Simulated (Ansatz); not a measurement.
# How Al2O3 (Corundum) absorbs and reflects light, part 2 of 2

Aim: the dielectric function of Al2O3 (Corundum), and the optical constants that follow from it.

Ansatz 0.2.0; DFT, PBE, plane-wave PAW, default files, scalar-relativistic, independent-particle optical response without local fields.

So far, electronic dielectric constant ε∞, mean over x, y and z (by symmetry where fewer were run): step 3 (spectrum) 3.31.

### Step 4. Static response with local fields

Perturbation theory gives the static response with local fields and the functional's kernel, and it needs no empty bands.

This step: DFT, PBE, plane-wave PAW, default files, scalar-relativistic, static field response by perturbation theory with local fields (Ansatz 0.2.0).

input.yaml reads:

```yaml
crystal:
  lattice:
    - [2.38025, 1.3742379782, 4.3318666667]
    - [-2.38025, 1.3742379782, 4.3318666667]
    - [0.0, -2.7484759565, 4.3318666667]
  atoms:
    - { symbol: Al, position: [0.85216, 0.85216, 0.85216] }
    - { symbol: Al, position: [0.64784, 0.64784, 0.64784] }
    - { symbol: Al, position: [0.14784, 0.14784, 0.14784] }
    - { symbol: Al, position: [0.35216, 0.35216, 0.35216] }
    - { symbol: O, position: [0.05668, 0.75, 0.44332] }
    - { symbol: O, position: [0.75, 0.44332, 0.05668] }
    - { symbol: O, position: [0.44332, 0.05668, 0.75] }
    - { symbol: O, position: [0.94332, 0.25, 0.55668] }
    - { symbol: O, position: [0.25, 0.55668, 0.94332] }
    - { symbol: O, position: [0.55668, 0.94332, 0.25] }
kpoints:
  mp_grid: { grid: [6, 6, 6] }
scf:
  occupations: { method: fixed }
hamiltonian:
  xc: pbe
  pseudopotentials: { kind: paw }
dielectric: {}
```

The run is started by

```bash
ansatz run input.yaml --threads 4 --pin off --max-ram 8192MiB --backend cpu --events-out ev --progress --plain --runs-dir out
```

Numbers of over 12 decimals in the logs are rounded to 6 here.

Log:

```text
[...]
Crystal: 10 atoms, lattice volume = 85.018 Å³
Basis set: ecut = 420 eV, 1653 PW (Γ), exchange–correlation on 72×72×72 points (8 copies of the dense FFT grid, shifted against one another)
Bands: 34, of which v1, the nominal top of the filled ones, is band 24 counted from 1 (23 counted from 0)
Symmetry: 12 space group operations
k-points: 68 of 216 (irreducible under 2 space group operations, time reversal used)
[...]
SCF iter   1: F=—  HF=-5569.548896 eV  |F-HF|=—  |Δ(HF+E_count)|=         —  Δρ=1.69e-3  dr2=1.16e-3  ethr=1.77e-3  ⟨swp⟩=5.1  Hψ=9249  notcnv=0  defer=498
[...]
SCF iter   7: F=-5569.550868 eV  HF=-5569.550868 eV  |F-HF|=1.73e-11  |Δ(HF+E_count)|=   1.54e-9  Δρ=3.11e-7  dr2=5.36e-11  ethr=1.00e-12  ⟨swp⟩=10.9  Hψ=13481  notcnv=0
SCF 1 converged in 7 iterations: F = -5569.550868 eV  dr2 = 5.36e-11
[...]
DFPT response loops at Γ: preconditioner auto → none (the input reference at scf.mixing.eps_inf says where Resta's filter doesn't serve); β = 0.50; Broyden in place of MSR1
SCF converged after 7 iterations
Free energy (F): -5569.550868 eV
[...]
Internal energy: -5569.550868 eV  (E = F + TS)
E sigma→0 (E₀):  -5569.550868 eV
Fermi energy:    7.750930 eV
[...]
--- Band table (eV; the first three rows and the last of 68) ---
  k-point 0: bands = [... 20 lower, 7.2534, 7.7066, 7.7066, 7.7509, 13.9678, 16.9105, 18.5126, 19.2898, ... 6 higher]
  k-point 1: bands = [... 20 lower, 7.0658, 7.4032, 7.6666, 7.7001, 14.5977, 17.4177, 18.0775, 18.9780, ... 6 higher]
  k-point 2: bands = [... 20 lower, 6.9074, 7.1998, 7.5192, 7.5646, 15.9118, 17.5684, 17.9221, 18.2814, ... 6 higher]
  k-point 67: bands = [... 20 lower, 7.3683, 7.3683, 7.3683, 7.3683, 16.4293, 16.4293, 18.8590, 18.8590, ... 6 higher]
--- Dielectric response (ions clamped): 2 representative field directions + reference, on 68 of 216 k-points (Σ response iterations 15) ---
  k mesh reduced under 2 symmetry operations, with k and −k counted as one. Each operation leaves every solved perturbation unchanged. A smaller set is not considered because the run solves the response to a homogeneous field
  ε∞ (high-frequency dielectric tensor):
        3.248743     0.000000     0.000000
        0.000000     3.248743     0.000000
        0.000000     0.000000     3.216415
  Born effective charges Z* (e; rows j = field, columns β = displacement):
    site 0:
         2.98072    0.03362    0.00000
        -0.03362    2.98072    0.00000
        -0.00000    0.00000    2.94856
    site 1:
         2.98072   -0.03362   -0.00000
         0.03362    2.98072    0.00000
         0.00000    0.00000    2.94856
    site 2:
         2.98072    0.03362    0.00000
        -0.03362    2.98072    0.00000
        -0.00000    0.00000    2.94856
    site 3:
         2.98072   -0.03362   -0.00000
         0.03362    2.98072    0.00000
         0.00000    0.00000    2.94856
    site 4:
        -1.93745   -0.08608    0.23326
        -0.08608   -2.03684   -0.13467
         0.31489   -0.18180   -1.96571
    site 5:
        -1.93745    0.08608   -0.23326
         0.08608   -2.03684   -0.13467
        -0.31489   -0.18180   -1.96571
    site 6:
        -2.08654   -0.00000    0.00000
         0.00000   -1.88775    0.26934
        -0.00000    0.36360   -1.96571
    site 7:
        -1.93745   -0.08608    0.23326
        -0.08608   -2.03684   -0.13467
         0.31489   -0.18180   -1.96571
    site 8:
        -1.93745    0.08608   -0.23326
         0.08608   -2.03684   -0.13467
        -0.31489   -0.18180   -1.96571
    site 9:
        -2.08654   -0.00000    0.00000
         0.00000   -1.88775    0.26934
        -0.00000    0.36360   -1.96571
  Z* charge neutrality: 8.518e-5 e pre-enforcement
  k-mesh period / interband length: 28.6 Å / 1.25 Å = 22.92 at k = (0.0000, 0.0000, 0.0000), direct gap 6.217 eV — 14 or more, which is no proof of convergence
```

The job ended after 27 s (4 threads of Arm Neoverse V1, shared host; peak memory 0.93 GiB; 1.8 min of CPU time).

Numbers from this step:

* electronic dielectric constant ε∞, mean over x, y and z (by symmetry where fewer were run): 3.238

ε∞ with local fields:

```
3.25 0.00 0.00
0.00 3.25 0.00
0.00 0.00 3.22
```

Diagonal elements. Born, by row:

| atom | Z*xx (e) | Z*yy (e) | Z*zz (e) |
| --- | --- | --- | --- |
| Al1 | 2.981 | 2.981 | 2.949 |
| Al2 | 2.981 | 2.981 | 2.949 |
| Al3 | 2.981 | 2.981 | 2.949 |
| Al4 | 2.981 | 2.981 | 2.949 |
| O5 | -1.937 | -2.037 | -1.966 |
| O6 | -1.937 | -2.037 | -1.966 |
| O7 | -2.087 | -1.888 | -1.966 |
| O8 | -1.937 | -2.037 | -1.966 |
| O9 | -1.937 | -2.037 | -1.966 |
| O10 | -2.087 | -1.888 | -1.966 |

Mean Born charges are Al +2.97 and O -1.98, against formal valences of +3 and -2. They lie near the ionic values.

### Step 5. Summary of results

```json
{"gap on the path": "6.22 eV", "least direct gap on the path": "6.22 eV", "electronic dielectric constant ε∞, mean over x, y and z (by symmetry where fewer were run) (independent particles)": "3.31", "absorption onset, first axis (α over 10⁴ cm⁻¹, or the direct gap if that lies higher)": "6.24 eV", "main peak of Im epsilon, first axis": "11.2 eV", "electronic dielectric constant ε∞, mean over x, y and z (by symmetry where fewer were run) (static response with local fields)": "3.24"}
```

In words: At this level (PBE, independent particles) Al2O3 has a mean ε∞ = 3.31 (3.24 with local fields) and n = 1.83 at 1550 nm (E ∥ x); absorption sets in near 6.2 eV, and Im ε peaks at 11.2 eV (E ∥ x). The gap on the path is direct, 6.22 eV. The absorption coefficient passes 10⁴ cm⁻¹ at 6.24 eV, in the ultraviolet, so the visible is passed. Distinct maxima of Im ε, read by a parabola through the highest points, lie at 11.24 eV (6.2) and 12.32 eV (5.6) for E ∥ x or y. The static values by axis are 3.33 (xy), 3.28 (z). The f-sum over the summed bands holds 27.5 of the cell's 48 electrons outside the frozen cores, 12 of which lie in bands more than 12 eV below the Fermi level, whose transitions come at higher energies. Up to 14 eV the strength has a mean oscillator energy of 11.2 eV, and these transitions give 55 % of ε∞ − 1 along x; the rest comes from higher ones. A film 1 µm thick would pass 84 % of daylight and look colourless in transmission (x = 0.313, y = 0.330). With local fields and the functional's kernel the static response is 3.24 against 3.31 for independent particles (-2 %). In the base spectrum excitons and phonon-assisted transitions are missing, and so are local fields; PBE gaps are as a rule too small, which pulls the onset down and ε∞ up. In the base run ε includes the program's bounded estimate of what the bands above those summed add.

Calculation against experiment:

| quantity | measured | PBE | PBE, no local fields |
| --- | --- | --- | --- |
| band gap (least gap) (eV) | 8.7 | 6.22 (-2.48 eV) | - |
| refractive index (at 2000 nm) | 1.75 | - | 1.83 (+4.3 %) |

Measured values from pmc:5906618 (2018) and arxiv:1802.06737 (2018).

How well it matches: The band gap is off by -2.48 eV: a clear miss. Local and semilocal functionals usually give gaps below the measured ones. An optical gap can lie under the band gap by the exciton's binding. Zero-point and thermal motion shift the measured gap. The refractive index is off by +4.3 %: good agreement. No cell relaxation is part of this session.

[Logs are printed without paths, hosts, clocks, repeated set-up lines and the standing remarks that a program may print on its own settings, such as how far it seeks lower states.]

[Hosts, paths, dates, database ids (printed as entryN), source tags and the programs' standing remarks are cut or masked in the printed files.]
